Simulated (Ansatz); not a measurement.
Rows from a G0W0 calculation on SiO2 (P6_422) (Ansatz 0.2.0; G0W0 on LDA, plane waves, PAW; PAW set soft_1; 6×6×2 mesh, 910 empty bands, screening to 220 eV, PAW set soft_1 files), in eV. Spin-orbit coupling is left out.

| row | Σx | Σc | Vxc | Z |
| --- | --- | --- | --- | --- |
| A | -7.97 | -3.60 | -13.23 | 0.85 |
| B | -6.94 | -3.85 | -12.56 | 0.85 |
| C | -6.75 | -3.37 | -11.50 | 0.87 |
| D | -7.28 | -3.65 | -12.53 | 0.86 |
| E | -26.65 | 3.87 | -20.93 | 0.80 |
| F | -26.88 | 3.89 | -21.15 | 0.80 |

**Question.** Which rows are filled states and which are empty ones, and how can one tell?

Filled: E and F. Empty: A, B, C and D. The sign of Σc tells: for a filled state bare exchange, which holds its interaction with itself, lies below Vxc (Σx − Vxc is -5.7 eV or lower here) and screening gives part back as a positive Σc. For an empty state Σx lies above Vxc (+4.7 eV or more) and the Coulomb hole leaves Σc negative.

[Runs of the session that timed out or met a known fault of the program may be left out.]

[Cells called generated may have been cut or substituted from an entry of the Crystallography Open Database or the Materials Project.]

[Hosts, paths, dates, database ids (printed as entryN), source tags and the programs' standing remarks are cut or masked in the printed files.]
